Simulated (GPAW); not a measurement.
# Al K ELNES/XANES of Al (Aluminum, Fm-3m) from DFT, part 3 of 3

Aim: the dependence of the Al K near-edge features of Al (Aluminum, Fm-3m) on volume.

GPAW 26.7.0; X-ray absorption from dipole matrix elements to empty bands, plane-wave PAW PBE.

So far. Step 4 (Spectrum with XCH, Al atom 1): The total-energy difference is 1570.97 eV. One term is added: -13.99 eV, since the hole is spin-paired here and a spin-polarised one costs that much less in the free atom (computed apart). The photon energy is then 1556.98 eV. The tabulated edge of the element is 1559 eV. The functional leaves an error of a few eV in such absolute values. Step 6 (Spectrum with XCH, Al atom 1): Against the first run the r.m.s. difference is 9 %.

### 8. Spectrum with XCH, Al atom 1

Shorter bonds are expected to push antibonding states and scattering resonances up, and longer ones down; the cell is scaled to test that.

Changed against the first core-hole run: volume scale from 1 to 0.97.

Input file xas.py:

```python
import numpy as np
from ase import Atoms
from ase.parallel import parprint, paropen
from gpaw import GPAW, PW, FermiDirac, Mixer, MixerDif, setup_paths
from gpaw.test import gen
setup_paths.insert(0, '.')
gen('Al', name='fch1s', xcname='PBE', corehole=(1, 0, 1), write_xml=True)
from gpaw.mpi import world
world.barrier()

atoms = Atoms('Al8',
    cell=[[0, 4.00870205, 4.00870205],
     [4.00870205, 0, 4.00870205],
     [4.00870205, 4.00870205, 0]],
    scaled_positions=[[0, 0, 0],
     [0, 0, 0.5],
     [0, 0.5, 0],
     [0.5, 0, 0],
     [0, 0.5, 0.5],
     [0.5, 0, 0.5],
     [0.5, 0.5, 0],
     [0.5, 0.5, 0.5]],
    pbc=True)
atoms.calc = calc = GPAW(legacy_gpaw=True, mode=PW(430, force_complex_dtype=True), xc='PBE', setups={0: 'fch1s'},
    kpts={'size': (5, 5, 5), 'gamma': True}, occupations=FermiDirac(0.1),
    charge=-1, mixer=Mixer(0.1, 5, 50), maxiter=150,
    convergence={'density': 0.0001, 'eigenstates': 1e-6}, txt='scf.txt')
energy = atoms.get_potential_energy() + calc.get_reference_energy()
ef = calc.get_fermi_level()
out = dict(energy=energy, fermi=ef, forces=atoms.get_forces().tolist())
parprint(f'all-electron energy {energy:.4f} eV, Fermi level {ef:.4f} eV')
ev = np.array([[calc.get_eigenvalues(k, s) for k in range(len(calc.get_ibz_k_points()))] for s in range(calc.get_number_of_spins())])
out['homo'], out['lumo'], out['counts'] = ev[ev < ef].max(), ev[ev > ef].min(), sorted(set((ev < ef).sum((0, 2)).tolist()))
out['filled'] = (ev[:, 0] < ef).sum(1).tolist()

from ase.units import Ha
from gpaw.xas import dipole_matrix_elements
nb = int(calc.get_number_of_electrons() / 2) + 80
top, nb = nb, nb + 8 + nb // 12
nscf = calc.fixed_density(kpts={'size': (7, 7, 7), 'gamma': True}, nbands=nb,
    convergence={'bands': top, 'eigenstates': 5e-3}, maxiter=60, txt='nscf.txt')
cell = atoms.cell.array
ops = [cell.T @ U.T @ np.linalg.inv(cell.T) for U in nscf.wfs.kd.symmetry.op_scc]
E = np.arange(-6, 34, 0.1)
fwhm = np.interp(E, [4, 25], [0.9, 3.5])
Y, X, zero, highest = 0, 0, 1e9, 1e9
for spin in range(nscf.get_number_of_spins()):
    wfs = nscf.wfs
    mine = wfs.bd.get_slice()  # this rank's bands
    A = dipole_matrix_elements(wfs.setups[0])
    eps = np.zeros((wfs.kd.nibzkpts, nb))
    d = np.zeros((3, A.shape[1], wfs.kd.nibzkpts, nb), complex)
    for kpt in wfs.kpt_u:
        if kpt.s == spin and 0 in kpt.P_ani:
            eps[kpt.k, mine] = kpt.eps_n * Ha
            d[:, :, kpt.k, mine] = (kpt.weight * wfs.nspins / 2) ** 0.5 * np.inner(A, kpt.P_ani[0])
    world.sum(eps)
    world.sum(d)
    T = np.einsum('amkn,bmkn->abkn', d, d.conj()).real
    T = sum(np.einsum('ai,ijkn,bj->abkn', R, T, R) for R in ops) / len(ops)
    empty = eps > ef
    zero, highest = min(zero, eps[empty].min()), min(highest, eps[:, top - 1].min())
    lines = [(eps, T, empty)] if spin == 0 else lines + [(eps, T, empty)]
for eps, T, empty in lines:
    f = np.einsum('aakn->akn', T).reshape(3, -1)
    x = eps.ravel() - zero
    w = np.interp(x, E, fwhm) / 2.35482
    g = np.exp(-0.5 * ((E[:, None] - x) / w) ** 2) / (w * (2 * np.pi) ** 0.5)
    Y = Y + (f * empty.ravel()) @ g.T
    X = X + (f * ~empty.ravel()) @ g.T
out.update(E=E.round(2).tolist(), xas=Y.tolist(), xes=X.tolist(), zero=zero, valid=highest - zero, nk=len(eps), nb=nb)
for i in range(0, len(E), 10):
    parprint(f'{E[i]:7.2f}', *(f'{v:10.3e}' for v in Y[:, i]))
import json
with paropen('out.json', 'w') as f:
    json.dump(out, f)
```

Command:

```
OMP_NUM_THREADS=1 mpirun -n 4 gpaw python xas.py
```

Numbers of over 12 decimals in the logs are rounded to 6 here.

What it wrote:

```text
Input parameters:
  charge: -1
  convergence: {density: 0.0001,
                eigenstates: 1e-06}
  kpts: {gamma: True,
         size: (5, 5, 5)}
  maxiter: 150
  mixer: {backend: pulay,
          beta: 0.1,
          method: separate,
          nmaxold: 5,
          weight: 50}
  mode: {ecut: 430.0,
         force_complex_dtype: True,
         name: pw}
  occupations: {fixmagmom: False,
[...]
*p    :     0.565617
*d    :     0.000000
--------------------------------

Diagonalizing with gridspacing h=0.050

state   all-electron     PAW
-------------------------------
3s:      -0.681863    -0.682021
3p:      -0.434383    -0.434559
*d:                   -0.135907
*f:                   -0.021975
-------------------------------
all-electron energy -51286.1899 eV, Fermi level 7.5625 eV
[...]
32.00  8.103e-06  8.103e-06  8.103e-06
  33.00  9.016e-06  9.016e-06  9.016e-06
[key lines of the parts left out:]
Converged after 14 iterations.
Dipole moment: (-0.000000, -0.000000, -0.000000) |e|*Ang
Free energy:    -39.084412
Fermi level: 7.56248
```

Run time: 30 s. Hardware: 4 MPI ranks of Arm Neoverse V1, shared host; peak memory 0.25 GiB.

```
E (eV)  first run  this run
  -2.0       0.00      0.00
  -1.0       0.00      0.00
   0.0       0.38      0.31
   1.0       0.88      0.83
   2.0       1.00      0.94
   3.0       1.10      1.09
   4.0       1.48      1.28
   5.0       1.38      1.40
   6.0       1.22      1.26
   7.0       0.99      1.05
   8.0       0.92      0.90
   9.0       0.90      0.90
  10.0       0.95      0.92
  11.0       1.11      1.04
  12.0       1.20      1.22
  13.0       1.08      1.14
  14.0       1.06      1.09
  15.0       0.94      1.01
  16.0       0.88      0.91
  17.0       0.85      0.89
  18.0       0.75      0.80
  19.0       0.70      0.72
  20.0       0.67      0.69
  21.0       0.61      0.64
  22.0       0.51      0.56
  23.0       0.41      0.46
  24.0       0.33      0.37
  25.0       0.26      0.29
  26.0       0.23      0.24
  27.0       0.26      0.23
  28.0       0.36      0.27
  29.0       0.56      0.40
```

Against the first run the r.m.s. difference is 5 %. The highest intensity below 16 eV goes from 4.3 eV (1.60) to 4.5 eV (1.55).

The photon energy of the zero moves by -0.04 eV.

### 9. Reference energy of the supercell

The cell changes for the next run, so it gets a reference energy of its own.

The cell differs from the one that the last finished run ended in (a 5.669 → 5.784 Å, b 5.669 → 5.784 Å, c 5.669 → 5.784 Å).

Input file scf.py:

```python
import numpy as np
from ase import Atoms
from ase.parallel import parprint, paropen
from gpaw import GPAW, PW, FermiDirac, Mixer, MixerDif, setup_paths
from gpaw.test import gen
setup_paths.insert(0, '.')
gen('Al', name='nch1s', xcname='PBE', corehole=(1, 0, 0), write_xml=True)
from gpaw.mpi import world
world.barrier()

atoms = Atoms('Al8',
    cell=[[0, 4.08970776, 4.08970776],
     [4.08970776, 0, 4.08970776],
     [4.08970776, 4.08970776, 0]],
    scaled_positions=[[0, 0, 0],
     [0, 0, 0.5],
     [0, 0.5, 0],
     [0.5, 0, 0],
     [0, 0.5, 0.5],
     [0.5, 0, 0.5],
     [0.5, 0.5, 0],
     [0.5, 0.5, 0.5]],
    pbc=True)
atoms.calc = calc = GPAW(legacy_gpaw=True, mode=PW(430, force_complex_dtype=True), xc='PBE', setups={0: 'nch1s'},
    kpts={'size': (5, 5, 5), 'gamma': True}, occupations=FermiDirac(0.1),
    charge=0, mixer=Mixer(0.1, 5, 50), maxiter=150,
    convergence={'density': 0.0001, 'eigenstates': 1e-6}, txt='scf.txt')
energy = atoms.get_potential_energy() + calc.get_reference_energy()
ef = calc.get_fermi_level()
out = dict(energy=energy, fermi=ef, forces=atoms.get_forces().tolist())
parprint(f'all-electron energy {energy:.4f} eV, Fermi level {ef:.4f} eV')
ev = np.array([[calc.get_eigenvalues(k, s) for k in range(len(calc.get_ibz_k_points()))] for s in range(calc.get_number_of_spins())])
out['homo'], out['lumo'], out['counts'] = ev[ev < ef].max(), ev[ev > ef].min(), sorted(set((ev < ef).sum((0, 2)).tolist()))
out['filled'] = (ev[:, 0] < ef).sum(1).tolist()
import json
with paropen('out.json', 'w') as f:
    json.dump(out, f)
```

Command:

```
OMP_NUM_THREADS=1 mpirun -n 4 gpaw python scf.py
```

What it wrote:

```text
Input parameters:
  convergence: {density: 0.0001,
                eigenstates: 1e-06}
  kpts: {gamma: True,
         size: (5, 5, 5)}
  maxiter: 150
  mixer: {backend: pulay,
          beta: 0.1,
          method: separate,
          nmaxold: 5,
          weight: 50}
  mode: {ecut: 430.0,
         force_complex_dtype: True,
         name: pw}
  occupations: {fixmagmom: False,
                name: fermi-dirac,
[...]
--------------------------------
3s(2) :    -0.284901     1.047805
*s    :     0.715099
3p(1) :    -0.099662     0.998886
*p    :     0.900338
*d    :     0.000000
--------------------------------

Diagonalizing with gridspacing h=0.050

state   all-electron     PAW
-------------------------------
3s:      -0.284901    -0.284982
3p:      -0.099662    -0.099717
*d:                    0.026616
*f:                    0.063447
-------------------------------
all-electron energy -52857.1050 eV, Fermi level 6.9394 eV
[key lines of the parts left out:]
Converged after 9 iterations.
Dipole moment: (-0.000000, -0.000000, -0.000000) |e|*Ang
Free energy:    -29.801500
Fermi level: 6.93945
```

Wall time 6.1 s (4 MPI ranks); peak memory 0.19 GiB.

Reference energy: -52857.105 eV with the cores included.

### 10. Spectrum with XCH, Al atom 1

Shorter bonds are expected to push antibonding states and scattering resonances up, and longer ones down; the cell is scaled to test that.

Changed against the first core-hole run: volume scale from 1 to 1.03.

xas.py, as its differences from that of step 8:

```diff
@@ -11,5 +11,5 @@
 atoms = Atoms('Al8',
-    cell=[[0, 4.00870205, 4.00870205],
-     [4.00870205, 0, 4.00870205],
-     [4.00870205, 4.00870205, 0]],
+    cell=[[0, 4.08970776, 4.08970776],
+     [4.08970776, 0, 4.08970776],
+     [4.08970776, 4.08970776, 0]],
     scaled_positions=[[0, 0, 0],
@@ -37,3 +37,3 @@
 from gpaw.xas import dipole_matrix_elements
-nb = int(calc.get_number_of_electrons() / 2) + 80
+nb = int(calc.get_number_of_electrons() / 2) + 84
 top, nb = nb, nb + 8 + nb // 12
```

Command:

```
OMP_NUM_THREADS=1 mpirun -n 4 gpaw python xas.py
```

What it wrote:

```text
Input parameters:
  charge: -1
  convergence: {density: 0.0001,
                eigenstates: 1e-06}
  kpts: {gamma: True,
         size: (5, 5, 5)}
  maxiter: 150
  mixer: {backend: pulay,
          beta: 0.1,
          method: separate,
          nmaxold: 5,
          weight: 50}
  mode: {ecut: 430.0,
         force_complex_dtype: True,
         name: pw}
  occupations: {fixmagmom: False,
[...]
*p    :     0.565617
*d    :     0.000000
--------------------------------

Diagonalizing with gridspacing h=0.050

state   all-electron     PAW
-------------------------------
3s:      -0.681863    -0.682021
3p:      -0.434383    -0.434559
*d:                   -0.135907
*f:                   -0.021975
-------------------------------
all-electron energy -51286.0910 eV, Fermi level 6.9704 eV
[...]
32.00  9.673e-06  9.673e-06  9.673e-06
  33.00  9.550e-06  9.550e-06  9.550e-06
[key lines of the parts left out:]
Converged after 13 iterations.
Dipole moment: (-0.000000, -0.000000, -0.000000) |e|*Ang
Free energy:    -38.986725
Fermi level: 6.97036
```

Elapsed: 31 s, on 4 MPI ranks; peak memory 0.25 GiB.

```
E (eV)  first run  this run
  -2.0       0.00      0.00
  -1.0       0.00      0.00
   0.0       0.38      0.37
   1.0       0.88      0.91
   2.0       1.00      1.04
   3.0       1.10      1.13
   4.0       1.48      1.56
   5.0       1.38      1.39
   6.0       1.22      1.21
   7.0       0.99      0.98
   8.0       0.92      0.94
   9.0       0.90      0.92
  10.0       0.95      0.97
  11.0       1.11      1.14
  12.0       1.20      1.16
  13.0       1.08      1.05
  14.0       1.06      1.02
  15.0       0.94      0.90
  16.0       0.88      0.87
  17.0       0.85      0.81
  18.0       0.75      0.72
  19.0       0.70      0.69
  20.0       0.67      0.65
  21.0       0.61      0.58
  22.0       0.51      0.48
  23.0       0.41      0.38
  24.0       0.33      0.30
  25.0       0.26      0.25
  26.0       0.23      0.24
  27.0       0.26      0.31
  28.0       0.36      0.48
  29.0       0.56      0.73
```

The scaled spectrum changes by 3 % r.m.s. The highest intensity below 16 eV goes from 4.3 eV (1.60) to 4.2 eV (1.63).

The photon energy of the zero moves by +0.04 eV.

### 11. Supercell without a hole, the energy reference

The cell changes for the next run, so it gets a reference energy of its own.

The cell differs from the one that the last finished run ended in (a 5.784 → 5.839 Å, b 5.784 → 5.839 Å, c 5.784 → 5.839 Å).

scf.py, as its differences from that of step 9:

```diff
@@ -11,5 +11,5 @@
 atoms = Atoms('Al8',
-    cell=[[0, 4.08970776, 4.08970776],
-     [4.08970776, 0, 4.08970776],
-     [4.08970776, 4.08970776, 0]],
+    cell=[[0, 4.12903428, 4.12903428],
+     [4.12903428, 0, 4.12903428],
+     [4.12903428, 4.12903428, 0]],
     scaled_positions=[[0, 0, 0],
```

Command:

```
OMP_NUM_THREADS=1 mpirun -n 4 gpaw python scf.py
```

What it wrote:

```text
Input parameters:
  convergence: {density: 0.0001,
                eigenstates: 1e-06}
  kpts: {gamma: True,
         size: (5, 5, 5)}
  maxiter: 150
  mixer: {backend: pulay,
          beta: 0.1,
          method: separate,
          nmaxold: 5,
          weight: 50}
  mode: {ecut: 430.0,
         force_complex_dtype: True,
         name: pw}
  occupations: {fixmagmom: False,
                name: fermi-dirac,
[...]
--------------------------------
3s(2) :    -0.284901     1.047805
*s    :     0.715099
3p(1) :    -0.099662     0.998886
*p    :     0.900338
*d    :     0.000000
--------------------------------

Diagonalizing with gridspacing h=0.050

state   all-electron     PAW
-------------------------------
3s:      -0.284901    -0.284982
3p:      -0.099662    -0.099717
*d:                    0.026616
*f:                    0.063447
-------------------------------
all-electron energy -52857.0264 eV, Fermi level 6.6753 eV
[key lines of the parts left out:]
Converged after 9 iterations.
Dipole moment: (0.000000, 0.000000, 0.000000) |e|*Ang
Free energy:    -29.722485
Fermi level: 6.67529
```

It took 6.1 s on 4 MPI ranks; peak memory 0.19 GiB.

Reference energy: -52857.026 eV with the cores included.

### 12. Spectrum with XCH, Al atom 1

Shorter bonds are expected to push antibonding states and scattering resonances up, and longer ones down; the cell is scaled to test that.

Changed against the first core-hole run: volume scale from 1 to 1.06.

xas.py, as its differences from that of step 10:

```diff
@@ -11,5 +11,5 @@
 atoms = Atoms('Al8',
-    cell=[[0, 4.08970776, 4.08970776],
-     [4.08970776, 0, 4.08970776],
-     [4.08970776, 4.08970776, 0]],
+    cell=[[0, 4.12903428, 4.12903428],
+     [4.12903428, 0, 4.12903428],
+     [4.12903428, 4.12903428, 0]],
     scaled_positions=[[0, 0, 0],
@@ -37,3 +37,3 @@
 from gpaw.xas import dipole_matrix_elements
-nb = int(calc.get_number_of_electrons() / 2) + 84
+nb = int(calc.get_number_of_electrons() / 2) + 87
 top, nb = nb, nb + 8 + nb // 12
```

Command:

```
OMP_NUM_THREADS=1 mpirun -n 4 gpaw python xas.py
```

What it wrote:

```text
Input parameters:
  charge: -1
  convergence: {density: 0.0001,
                eigenstates: 1e-06}
  kpts: {gamma: True,
         size: (5, 5, 5)}
  maxiter: 150
  mixer: {backend: pulay,
          beta: 0.1,
          method: separate,
          nmaxold: 5,
          weight: 50}
  mode: {ecut: 430.0,
         force_complex_dtype: True,
         name: pw}
  occupations: {fixmagmom: False,
[...]
*p    :     0.565617
*d    :     0.000000
--------------------------------

Diagonalizing with gridspacing h=0.050

state   all-electron     PAW
-------------------------------
3s:      -0.681863    -0.682021
3p:      -0.434383    -0.434559
*d:                   -0.135907
*f:                   -0.021975
-------------------------------
all-electron energy -51285.9767 eV, Fermi level 6.6932 eV
[...]
32.00  9.852e-06  9.852e-06  9.852e-06
  33.00  9.206e-06  9.206e-06  9.206e-06
[key lines of the parts left out:]
Converged after 15 iterations.
Dipole moment: (0.000000, 0.000000, 0.000000) |e|*Ang
Free energy:    -38.871733
Fermi level: 6.69321
```

The job ended after 34 s (4 MPI ranks; peak memory 0.26 GiB).

```
E (eV)  first run  this run
  -2.0       0.00      0.00
  -1.0       0.00      0.00
   0.0       0.38      0.35
   1.0       0.88      0.93
   2.0       1.00      1.07
   3.0       1.10      1.16
   4.0       1.48      1.63
   5.0       1.38      1.41
   6.0       1.22      1.21
   7.0       0.99      0.98
   8.0       0.92      0.95
   9.0       0.90      0.93
  10.0       0.95      0.99
  11.0       1.11      1.16
  12.0       1.20      1.12
  13.0       1.08      1.03
  14.0       1.06      0.98
  15.0       0.94      0.87
  16.0       0.88      0.85
  17.0       0.85      0.78
  18.0       0.75      0.71
  19.0       0.70      0.68
  20.0       0.67      0.63
  21.0       0.61      0.55
  22.0       0.51      0.44
  23.0       0.41      0.35
  24.0       0.33      0.28
  25.0       0.26      0.24
  26.0       0.23      0.27
  27.0       0.26      0.39
  28.0       0.36      0.62
  29.0       0.56      0.91
```

Against the first run the r.m.s. difference is 6 %. The highest intensity below 16 eV goes from 4.3 eV (1.60) to 4.2 eV (1.66).

The photon energy of the zero moves by +0.08 eV.

### 13. The volumes side by side

```
volume  nearest distance (Å)  shift of the zero (eV)  maximum 1 (eV above own zero)  maximum 2 (eV above own zero)
  0.94                 2.805                   -0.09                            4.6                           12.4
  0.97                 2.835                   -0.04                            4.5                           12.1
     1                 2.864                   +0.00                            4.3                           11.8
  1.03                 2.892                   +0.04                            4.2                           11.5
  1.06                 2.920                   +0.08                            4.2                           11.4
```

The curves, each shifted by its zero's change so that they share one photon-energy axis, counted from the zero at V × 1:

```
E (eV)  V × 0.94  V × 0.97  V × 1  V × 1.03  V × 1.06
  -2.0      0.00      0.00   0.00      0.00      0.00
  -1.0      0.01      0.00   0.00      0.00      0.00
   0.0      0.38      0.34   0.38      0.34      0.29
   1.0      0.82      0.84   0.88      0.90      0.91
   2.0      0.92      0.95   1.00      1.03      1.05
   3.0      1.06      1.09   1.10      1.13      1.17
   4.0      1.24      1.31   1.48      1.53      1.58
   5.0      1.38      1.39   1.38      1.39      1.41
   6.0      1.25      1.25   1.22      1.22      1.23
   7.0      1.04      1.03   0.99      0.99      0.99
   8.0      0.88      0.90   0.92      0.94      0.95
   9.0      0.88      0.89   0.90      0.92      0.93
  10.0      0.89      0.92   0.95      0.97      0.98
  11.0      1.01      1.05   1.11      1.13      1.15
  12.0      1.21      1.22   1.20      1.17      1.13
  13.0      1.17      1.13   1.08      1.05      1.03
  14.0      1.11      1.09   1.06      1.03      0.99
  15.0      1.06      1.01   0.94      0.90      0.88
  16.0      0.94      0.91   0.88      0.87      0.85
  17.0      0.91      0.88   0.85      0.81      0.78
  18.0      0.84      0.80   0.75      0.72      0.71
  19.0      0.74      0.72   0.70      0.69      0.68
  20.0      0.70      0.69   0.67      0.65      0.64
  21.0      0.66      0.64   0.61      0.58      0.55
  22.0      0.59      0.56   0.51      0.48      0.45
  23.0      0.50      0.46   0.41      0.38      0.35
  24.0      0.40      0.37   0.33      0.30      0.28
  25.0      0.32      0.29   0.26      0.25      0.24
  26.0      0.26      0.24   0.23      0.24      0.27
  27.0      0.23      0.23   0.26      0.30      0.38
  28.0      0.24      0.28   0.36      0.47      0.60
  29.0      0.31      0.41   0.56      0.72      0.88
```

### 14. What came out

| Item | Value |
| --- | --- |
| absorber and edge | Al K, atom 1 of the ground-state input (counted from 1) |
| surroundings | 12 Al at 2.86 Å (cuboctahedral, site symmetry m-3m) |
| highest intensity below 16 eV | 4.3 eV above the zero, height 1.60 |
| photon energy of the zero, with the added terms | 1557.0 eV (raw 1571.0 eV; uncertain by a few eV) |

In words: From V × 0.94 to V × 1.06 the nearest distance grows by 0.115 Å and the zero moves by +0.17 eV. Above their own zero, the maxima move from 4.6 to 4.2 eV and from 12.4 to 11.4 eV. The one highest in energy moves most, in the direction that the rule ΔE·R² ≈ constant for scattering resonances gives. The Al K edge of atom 1, with 12 Al at 2.86 Å (cuboctahedral, site symmetry m-3m), has its highest intensity of the first 16 eV at 4.3 eV above the zero, near 1561 eV in photon energy (uncertain by a few eV), 1.6 times the mean level of the first 20 eV (Gaussian full width 0.9 eV up to 4 eV, rising linearly to 3.5 eV at 25 eV). The holes are only 5.7 Å apart, so the shape is probably not converged with cell size; no larger cell was run here. The structure is a published determination, not relaxed.

[Banner, clock and machine lines of the logs are left out without a mark of their own.]

[Logs are printed without paths, hosts, clocks, repeated set-up lines and the standing remarks that a program may print on its own settings, such as how far it seeks lower states.]

[Hosts, paths, dates, database ids (printed as entryN), source tags and the programs' standing remarks are cut or masked in the printed files.]

[Lists of maxima count a maximum above −3 eV only where it reaches 4 % of the highest in the window and stands out from its surroundings by 2 % of it (1.5 % where it reaches 55 %); shoulders and weaker maxima are passed over, and of the rest the first, up to two pre-edge ones and the few strongest are named.]
